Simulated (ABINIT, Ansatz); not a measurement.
## Y2CN2O2 (P-3m1): G0W0 with ABINIT, start to end

Wanted: ground state, empty states, screening and self-energy for Y2CN2O2 (P-3m1).

Main program and level: ABINIT 10.8.3; LDA and many-body steps on it, plane waves.

## Step 1: The starting structure

Symmetry: P-3m1, No. 164, trigonal system. The conventional cell has a = 3.699 Å, b = 3.699 Å, c = 8.169 Å, α = 90.00°, β = 90.00°, γ = 120.00°. Y has 4 O at 2.22 to 2.29 Å and 3 N at 2.56 Å nearest. Nearest to C lie 2 N at 1.23 Å. N has 1 C at 1.23 Å and 3 Y at 2.56 Å nearest. O has 4 Y at 2.22 to 2.29 Å nearest. Farther neighbours and most contacts between anions are not listed.

The cell and positions are those that the Materials Project relaxed with its own functionals (PBE, PBE+U or r2SCAN), kept fixed.

## Step 2: Ground state

This step: ABINIT 10.8.3; DFT, LDA, plane waves, norm-conserving pseudopotentials.

The ground-state density comes first.

Contents of run.abi:

```
acell 3*1.0 Angstrom
rprim 
  3.698989096613 -0.000000000003 0.000000000000
  -1.849494548304 3.203418525990 0.000000000000
  0.000000000000 0.000000000000 8.168855210000
ntypat 4
znucl 39 6 7 8
natom 7
typat 1 1 2 3 3 4 4
xred 
  0.333333333333 0.666666666667 0.677519680000
  0.666666666667 0.333333333333 0.322480320000
  0.000000000000 0.000000000000 0.000000000000
  0.000000000000 0.000000000000 0.150149940000
  0.000000000000 0.000000000000 0.849850060000
  0.333333333333 0.666666666667 0.396659330000
  0.666666666667 0.333333333333 0.603340670000
pp_dirpath "pseudos"
pseudos "Y.upf, C.upf, N.upf, O.upf"
ecut 37
ngkpt 6 6 4
nshiftk 1
shiftk 0 0 0
kptopt 1
chksymbreak 0
nband 31
occopt 1
tolvrs 1e-10
nstep 60
prtwf 0
optforces 0
optstress 0
indata_prefix "in"
outdata_prefix "out"
tmpdata_prefix "tmp"
```

Command:

```sh
$ OMP_NUM_THREADS=1 mpirun -n 4 abinit run.abi > log
```

Numbers of over 12 decimals in the logs are rounded to 6 here.

The log of the run:

```text
.Version 10.8.3 of ABINIT. v10.8.2 released Aug 2026.

 Symmetries : space group P-3 m 1 (#164); Bravais hP (primitive hexag.)
================================================================================
 Values of the parameters that define the memory need of the present run
     intxc =       0    ionmov =       0      iscf =       7    lmnmax =       6
     lnmax =       6     mgfft =      90  mpssoang =       3    mqgrid =    4227
     natom =       7  nloc_mem =       1    nspden =       1   nspinor =       1
    nsppol =       1      nsym =      12    n1xccc =    2501    ntypat =       4
    occopt =       1   xclevel =       1
-    mband =          31        mffmem =           1         mkmem =           6
       mpw =        7068          nfft =      144000          nkpt =          24
================================================================================
  Rough estimation (10% accuracy) of disk space for files :
================================================================================

--------------------------------------------------------------------------------
------------- Echo of variables that govern the present computation ------------
--------------------------------------------------------------------------------
 -outvars: echo values of preprocessed input variables --------
            acell      1.8897261259E+00  1.8897261259E+00  1.8897261259E+00 Bohr

      chksymbreak           0
             ecut      3.70000000E+01 Hartree
-          fftalg         312

              ixc       -1012
              kpt      0.00000000E+00  0.00000000E+00  0.00000000E+00
                       1.66666667E-01  0.00000000E+00  0.00000000E+00
                       3.33333333E-01  0.00000000E+00  0.00000000E+00
                       5.00000000E-01  0.00000000E+00  0.00000000E+00
                       1.66666667E-01  1.66666667E-01  0.00000000E+00
                       3.33333333E-01  1.66666667E-01  0.00000000E+00
                       3.33333333E-01  3.33333333E-01  0.00000000E+00
                       0.00000000E+00  0.00000000E+00  2.50000000E-01
                       1.66666667E-01  0.00000000E+00  2.50000000E-01
   [... 13 further rows ...]
                       3.33333333E-01  1.66666667E-01  5.00000000E-01
                       3.33333333E-01  3.33333333E-01  5.00000000E-01
         kptrlatt        6    0    0      0    6    0      0    0    4
          kptrlen      4.19404580E+01
P           mkmem           6
            natom           7
            nband          31
            ngfft          40      40      90
             nkpt          24
            nstep          60
             nsym          12
           ntypat           4
              occ      2.000000  2.000000  2.000000  2.000000  2.000000  2.000000
                       2.000000  2.000000  2.000000  2.000000  2.000000  2.000000
                       2.000000  2.000000  2.000000  2.000000  2.000000  2.000000
                       2.000000  2.000000  2.000000  2.000000  2.000000  2.000000
                       0.000000  0.000000  0.000000  0.000000  0.000000  0.000000
                       0.000000
        optforces           0
        optstress           0
            prtwf           0
            rprim      3.6989890966E+00 -3.0000000000E-12  0.0000000000E+00
[...]
spgroup         164

           tolvrs      1.00000000E-10

             xred      3.3333333333E-01  6.6666666667E-01  6.7751968000E-01
[...]
znucl       39.00000    6.00000    7.00000    8.00000

================================================================================

 chkinp: Checking input parameters for consistency.

================================================================================
== DATASET  1 ==================================================================
-   mpi_nproc: 4, omp_nthreads: 1 (-1 if OMP is not activated)

--- !DatasetInfo
iteration_state: {dtset: 1, }
dimensions: {natom: 7, nkpt: 24, mband: 31, nsppol: 1, nspinor: 1, nspden: 1, mpw: 7068, }
cutoff_energies: {ecut:  37.0, pawecutdg:  -1.0, }
electrons: {nelect:   4.80000000E+01, charge:   0.00000000E+00, occopt:   1.00000000E+00, tsmear:   1.00000000E-02, }

 Real(R)+Recip(G) space primitive vectors, cartesian coordinates (Bohr,Bohr^-1):
 R(1)=  6.9900763  0.0000000  0.0000000  G(1)=  0.1430600  0.0825957  0.0000000
 R(2)= -3.4950382  6.0535837  0.0000000  G(2)=  0.0000000  0.1651914  0.0000000
 R(3)=  0.0000000  0.0000000 15.4368991  G(3)=  0.0000000  0.0000000  0.0647798
 Unit cell volume ucvol=  6.5321257E+02 bohr^3
 Angles (23,13,12)=  9.00000000E+01  9.00000000E+01  1.20000000E+02 degrees

 getcut: wavevector=  0.0000  0.0000  0.0000  ngfft=  40  40  90
         ecut(hartree)=     37.000   => boxcut(ratio)=   2.08984

--- Pseudopotential description ------------------------------------------------
- Y Generated using ONCVPSP code by D. R. Hamann
- 39.00000  11.00000  180309                  znucl, zion, pspdat
12 -1012 2 -1 1724                            pspcod,pspxc,lmax,lloc,mmax
     nproj     2     2     2
  pspatm : epsatm=   18.49213021
         --- l  ekb(1:nproj) -->
[...]
pspatm: atomic psp has been read  and splines computed

- C Generated using ONCVPSP code by D. R. Hamann
[...]
12 -1012 1 -1 1058                            pspcod,pspxc,lmax,lloc,mmax
     nproj     2     2     0
  pspatm : epsatm=    5.30777321
         --- l  ekb(1:nproj) -->
[...]
pspatm: atomic psp has been read  and splines computed

- O Generated using ONCVPSP code by D. R. Hamann
-  8.00000   6.00000  201201                  znucl, zion, pspdat
12 -1012 2 -1 926                             pspcod,pspxc,lmax,lloc,mmax
     nproj     2     2     1
  pspatm : epsatm=    6.27558587
         --- l  ekb(1:nproj) -->
[...]
2   -1.033686
 pspatm: atomic psp has been read  and splines computed

   3.09609641E+03                                ecore*ucvol(ha*bohr**3)
--------------------------------------------------------------------------------

_setup2: Arith. and geom. avg. npw (full set) are    7023.715    7023.698

================================================================================

--- !BeginCycle
iteration_state: {dtset: 1, }
solver: {iscf: 7, nstep: 60, nline: 4, wfoptalg: 0, }
tolerances: {tolvrs: 1.00E-10, }

     iter   Etot(hartree)      deltaE(h)  residm     vres2
 ETOT  1  -141.30476003867    -1.413E+02 9.821E-02 3.179E+03
 ETOT  2  -141.01631989551     2.884E-01 3.348E-02 2.986E+03
 ETOT  3  -141.85725848930    -8.409E-01 1.040E-02 8.084E+02
 ETOT  4  -141.90027399117    -4.302E-02 8.355E-03 2.451E+02
 ETOT  5  -141.90700399073    -6.730E-03 3.067E-03 6.392E+01
 ETOT  6  -141.90923034765    -2.226E-03 1.409E-03 3.323E+00
 ETOT  7  -141.90944848722    -2.181E-04 1.327E-03 9.164E-01
 ETOT  8  -141.90950271907    -5.423E-05 7.139E-04 1.495E-02
 ETOT  9  -141.90950322031    -5.012E-07 6.975E-04 2.659E-03
 ETOT 10  -141.90950337642    -1.561E-07 4.675E-04 4.384E-05
 ETOT 11  -141.90950338077    -4.351E-09 4.926E-04 1.878E-06
 ETOT 12  -141.90950338087    -9.928E-11 3.106E-04 8.685E-08
 ETOT 13  -141.90950338089    -1.174E-11 3.036E-04 2.649E-09
 ETOT 14  -141.90950338089    -1.563E-12 1.845E-04 9.235E-11

 At SCF step   14       vres2   =  9.23E-11 < tolvrs=  1.00E-10 =>converged.

--- !ResultsGS
iteration_state: {dtset: 1, }
comment   : Summary of ground state results
lattice_vectors:
- [  6.9900763,  -0.0000000,   0.0000000, ]
- [ -3.4950382,   6.0535837,   0.0000000, ]
- [  0.0000000,   0.0000000,  15.4368991, ]
lattice_lengths: [   6.99008,    6.99008,   15.43690, ]
lattice_angles: [ 90.000,  90.000, 120.000, ] # degrees, (23, 13, 12)
lattice_volume:   6.5321257E+02
convergence: {deltae: -1.563E-12, res2:  9.235E-11, residm:  1.845E-04, diffor:  0.000E+00, }
etotal    :  -1.41909503E+02
entropy   :   0.00000000E+00
fermie    :   1.63493809E-01
cartesian_stress_tensor: null
pressure_GPa: null
xred      :
- [  3.3333E-01,   6.6667E-01,   6.7752E-01,  Y]
- [  6.6667E-01,   3.3333E-01,   3.2248E-01,  Y]
- [  0.0000E+00,   0.0000E+00,   0.0000E+00,  C]
- [  0.0000E+00,   0.0000E+00,   1.5015E-01,  N]
- [  0.0000E+00,   0.0000E+00,   8.4985E-01,  N]
- [  3.3333E-01,   6.6667E-01,   3.9666E-01,  O]
- [  6.6667E-01,   3.3333E-01,   6.0334E-01,  O]
cartesian_forces: null
force_length_stats: {min: null, max: null, mean: null, }

 Integrated electronic density in atomic spheres:
 ------------------------------------------------
 Atom  Sphere_radius  Integrated_density
[...]
================================================================================

 ----iterations are completed or convergence reached----

 Mean square residual over all n,k,spin=   18.945E-07; max=  18.454E-05
 reduced coordinates (array xred) for    7 atoms
[...]
0.000000000000      0.000000000000      0.000000000000
       0.000000000000      0.000000000000      0.150149940000
       0.000000000000      0.000000000000      0.849850060000
       0.333333333333      0.666666666667      0.396659330000
       0.666666666667      0.333333333333      0.603340670000
 rms dE/dt=  0.0000E+00; max dE/dt=  0.0000E+00; dE/dt below (all hartree)
    1       0.000000000000      0.000000000000      0.000000000000
    2       0.000000000000      0.000000000000      0.000000000000
    3       0.000000000000      0.000000000000      0.000000000000
    4       0.000000000000      0.000000000000      0.000000000000
    5       0.000000000000      0.000000000000      0.000000000000
    6       0.000000000000      0.000000000000      0.000000000000
    7       0.000000000000      0.000000000000      0.000000000000

 cartesian coordinates (angstrom) at end:
    1      1.67e-12     2.135612     5.534560
    2      1.849495     1.067806     2.634295
    3      0.000000     0.000000     0.000000
    4      0.000000     0.000000     1.226553
    5      0.000000     0.000000     6.942302
    6      1.67e-12     2.135612     3.240253
    7      1.849495     1.067806     4.928603
 length scales=  1.889726125908  1.889726125908  1.889726125908 bohr
              =  1.000000000000  1.000000000000  1.000000000000 angstroms
 prteigrs : about to open file out_EIG
 Fermi (or HOMO) energy (hartree) =   0.16349   Average Vxc (hartree)=  -0.39266
 Eigenvalues (hartree) for nkpt=  24  k points:
 kpt#   1, nband= 31, wtk=  0.00694, kpt=  0.0000  0.0000  0.0000 (reduced coord)
  -1.30490   -1.30310   -0.59909   -0.57072   -0.56826   -0.56826   -0.56570   -0.56570
  -0.47277   -0.41527   -0.40644   -0.39576   -0.03554   -0.00403    0.01710    0.01710
   0.04930    0.04930    0.06127    0.08335    0.08335    0.13862    0.16349    0.16349
   0.30047    0.35504    0.36509    0.36509    0.37976    0.38183    0.38183
 prteigrs : prtvol=0 or 1, do not print more k-points.

--- !EnergyTerms
iteration_state     : {dtset: 1, }
comment             : Components of total free energy in Hartree
kinetic             :  6.36754801813177E+01
hartree             :  3.56779801329871E+01
xc                  : -3.24029418721318E+01
Ewald energy        : -9.72745225778428E+01
psp_core            :  4.73979918274552E+00
local_psp           : -1.16954841738260E+02
non_local_psp       :  6.29543310296815E-01
total_energy        : -1.41909503380888E+02
total_energy_eV     : -3.86155430847268E+03
band_energy         : -1.39313519046271E+01

== END DATASET(S) ==============================================================
================================================================================

 -outvars: echo values of variables after computation  --------
           etotal     -1.4190950338E+02
            nband          31
             nkpt          24
          spgroup         164
 [... the other variables as echoed above ...]

 Calculation completed.
```

The job ended after 66 s (4 MPI ranks of Intel Xeon Platinum 8488C (Sapphire Rapids), shared host; peak memory 0.48 GiB; 4.4 min of CPU time).

Numbers from this step:

```
total energy               : -3861.5543 eV
gap                        : 3.727 eV
k of the valence top       : 0, 0, 0
k of the conduction bottom : 0, 0, 0
least direct gap           : 3.727 eV
```

The gap is direct, at Γ.

## Step 3: Empty states on the mesh, 3×3×1 mesh, 199 bands

The sums over transitions need many empty states on a uniform mesh; this step solves for them.

run.abi, as its differences from that of step 2:

```diff
@@ -20,3 +20,3 @@
 ecut 37
-ngkpt 6 6 4
+ngkpt 3 3 1
 nshiftk 1
@@ -25,9 +25,10 @@
 chksymbreak 0
-nband 31
-occopt 1
-tolvrs 1e-10
+iscf -2
+irdden 1
+istwfk *1
+nband 199
+nbdbuf 18
+tolwfr 1e-09
 nstep 60
-prtwf 0
-optforces 0
-optstress 0
+prtvol 0
 indata_prefix "in"
```

Command:

```sh
$ OMP_NUM_THREADS=1 mpirun -n 3 abinit run.abi > log
```

The log of the run:

```text
.Version 10.8.3 of ABINIT. v10.8.2 released Aug 2026.

 Symmetries : space group P-3 m 1 (#164); Bravais hP (primitive hexag.)
[... echo of the input left out ...]
== DATASET  1 ==================================================================
-   mpi_nproc: 3, omp_nthreads: 1 (-1 if OMP is not activated)

--- !DatasetInfo
iteration_state: {dtset: 1, }
dimensions: {natom: 7, nkpt: 3, mband: 199, nsppol: 1, nspinor: 1, nspden: 1, mpw: 7075, }
cutoff_energies: {ecut:  37.0, pawecutdg:  -1.0, }
electrons: {nelect:   4.80000000E+01, charge:   0.00000000E+00, occopt:   1.00000000E+00, tsmear:   1.00000000E-02, }

 Real(R)+Recip(G) space primitive vectors, cartesian coordinates (Bohr,Bohr^-1):
 R(1)=  6.9900763  0.0000000  0.0000000  G(1)=  0.1430600  0.0825957  0.0000000
 R(2)= -3.4950382  6.0535837  0.0000000  G(2)=  0.0000000  0.1651914  0.0000000
 R(3)=  0.0000000  0.0000000 15.4368991  G(3)=  0.0000000  0.0000000  0.0647798
 Unit cell volume ucvol=  6.5321257E+02 bohr^3
 Angles (23,13,12)=  9.00000000E+01  9.00000000E+01  1.20000000E+02 degrees

 getcut: wavevector=  0.0000  0.0000  0.0000  ngfft=  40  40  90
         ecut(hartree)=     37.000   => boxcut(ratio)=   2.08984

--- Pseudopotential description ------------------------------------------------
- Y Generated using ONCVPSP code by D. R. Hamann
- 39.00000  11.00000  180309                  znucl, zion, pspdat
12 -1012 2 -1 1724                            pspcod,pspxc,lmax,lloc,mmax
     nproj     2     2     2
  pspatm : epsatm=   18.49213021
         --- l  ekb(1:nproj) -->
             0   10.120424    0.869710
             1    5.584292    0.424948
             2    1.196176    0.310479
 pspatm: atomic psp has been read  and splines computed

- C Generated using ONCVPSP code by D. R. Hamann
-  6.00000   4.00000  180309                  znucl, zion, pspdat
12 -1012 1 -1 1234                            pspcod,pspxc,lmax,lloc,mmax
     nproj     2     2     0
  pspatm : epsatm=    4.35103003
         --- l  ekb(1:nproj) -->
[...]
pspatm: atomic psp has been read  and splines computed

- N Generated using ONCVPSP code by D. R. Hamann
-  7.00000   5.00000  180309                  znucl, zion, pspdat
12 -1012 1 -1 1058                            pspcod,pspxc,lmax,lloc,mmax
     nproj     2     2     0
  pspatm : epsatm=    5.30777321
         --- l  ekb(1:nproj) -->
[...]
pspatm: atomic psp has been read  and splines computed

- O Generated using ONCVPSP code by D. R. Hamann
-  8.00000   6.00000  201201                  znucl, zion, pspdat
12 -1012 2 -1 926                             pspcod,pspxc,lmax,lloc,mmax
     nproj     2     2     1
  pspatm : epsatm=    6.27558587
         --- l  ekb(1:nproj) -->
[...]
2   -1.033686
 pspatm: atomic psp has been read  and splines computed

[...]
-1.3049E+00 -1.3031E+00 -5.9909E-01 -5.7072E-01 -5.6826E-01 -5.6826E-01
 -5.6570E-01 -5.6570E-01 -4.7277E-01 -4.1527E-01 -4.0644E-01 -3.9576E-01
 -3.5544E-02 -4.0301E-03  1.7101E-02  1.7101E-02  4.9305E-02  4.9305E-02
[...]
2.8969E+00  2.9484E+00  2.9484E+00  2.9611E+00  2.9636E+00  2.9636E+00
  2.9787E+00  2.9973E+00  3.0010E+00  3.0012E+00  3.0516E+00  3.0546E+00
  3.0596E+00
 prteigrs : prtvol=0 or 1, do not print more k-points.

--- !ResultsGS
iteration_state: {dtset: 1, }
comment   : Summary of ground state results
lattice_vectors:
- [  6.9900763,  -0.0000000,   0.0000000, ]
- [ -3.4950382,   6.0535837,   0.0000000, ]
- [  0.0000000,   0.0000000,  15.4368991, ]
lattice_lengths: [   6.99008,    6.99008,   15.43690, ]
lattice_angles: [ 90.000,  90.000, 120.000, ] # degrees, (23, 13, 12)
lattice_volume:   6.5321257E+02
convergence: {deltae:  0.000E+00, res2:  0.000E+00, residm:  9.898E-10, diffor:  0.000E+00, }
etotal    :  -1.41909503E+02
entropy   :   0.00000000E+00
fermie    :   1.63493809E-01
cartesian_stress_tensor: null
pressure_GPa: null
xred      :
- [  3.3333E-01,   6.6667E-01,   6.7752E-01,  Y]
- [  6.6667E-01,   3.3333E-01,   3.2248E-01,  Y]
- [  0.0000E+00,   0.0000E+00,   0.0000E+00,  C]
- [  0.0000E+00,   0.0000E+00,   1.5015E-01,  N]
- [  0.0000E+00,   0.0000E+00,   8.4985E-01,  N]
- [  3.3333E-01,   6.6667E-01,   3.9666E-01,  O]
- [  6.6667E-01,   3.3333E-01,   6.0334E-01,  O]
cartesian_forces: null
force_length_stats: {min: null, max: null, mean: null, }

 Integrated electronic density in atomic spheres:
 ------------------------------------------------
 Atom  Sphere_radius  Integrated_density
[...]
================================================================================

 ----iterations are completed or convergence reached----

 Mean square residual over all n,k,spin=   38.530E-11; max=  98.979E-11
 reduced coordinates (array xred) for    7 atoms
[...]
0.333333333333      0.666666666667      0.396659330000
       0.666666666667      0.333333333333      0.603340670000

 cartesian coordinates (angstrom) at end:
    1      1.67e-12     2.135612     5.534560
    2      1.849495     1.067806     2.634295
    3      0.000000     0.000000     0.000000
    4      0.000000     0.000000     1.226553
    5      0.000000     0.000000     6.942302
    6      1.67e-12     2.135612     3.240253
    7      1.849495     1.067806     4.928603
 length scales=  1.889726125908  1.889726125908  1.889726125908 bohr
              =  1.000000000000  1.000000000000  1.000000000000 angstroms
 prteigrs : about to open file out_EIG
 Eigenvalues (hartree) for nkpt=   3  k points:
 kpt#   1, nband=199, wtk=  0.11111, kpt=  0.0000  0.0000  0.0000 (reduced coord)
[...]
2.74948    2.74948    2.75554    2.76774    2.77302    2.80505    2.80505    2.81904
   2.86463    2.86463    2.89685    2.94835    2.94835    2.96115    2.96360    2.96361
   2.97873    2.99727    3.00098    3.00121    3.05165    3.05457    3.05964
 prteigrs : prtvol=0 or 1, do not print more k-points.

== END DATASET(S) ==============================================================
================================================================================

 -outvars: echo values of variables after computation  --------
            nband         199
             nkpt           3
          spgroup         164
 [... the other variables as echoed above ...]

 Calculation completed.
```

Wall time 59 s (3 MPI ranks); peak memory 0.37 GiB.

This step gave:

| Quantity | Value |
| --- | --- |
| gap | 3.727 eV |
| k of the valence top | 0, 0, 0 |
| k of the conduction bottom | 0, 0, 0 |
| least direct gap | 3.727 eV |
| k points computed | 3 |
| lowest point of the top converged band, above the valence top | 71.0089 eV |

On this mesh the gap is 3.727 eV.

(Part 1 of 2 ends here.)

[Paths, hosts, dates, memory and timing lines, banners, echoed tables and standing remarks are left out of the program output.]

[Logs are printed without paths, hosts, clocks, repeated set-up lines and the standing remarks that a program may print on its own settings, such as how far it seeks lower states.]

[Runs of the session that timed out or met a known fault of the program may be left out.]

[Hosts, paths, dates, database ids (printed as entryN), source tags and the programs' standing remarks are cut or masked in the printed files.]

[G0W0 gaps are taken among the corrected bands and points alone; a level outside them can change the order at an edge.]

[Where Ansatz stands beside ABINIT at settings called matched, ABINIT's density can come from a denser mesh and the files from another edition; pairs whose starting gaps differed by over 0.03 eV were left out, so agreement reads better than it is.]
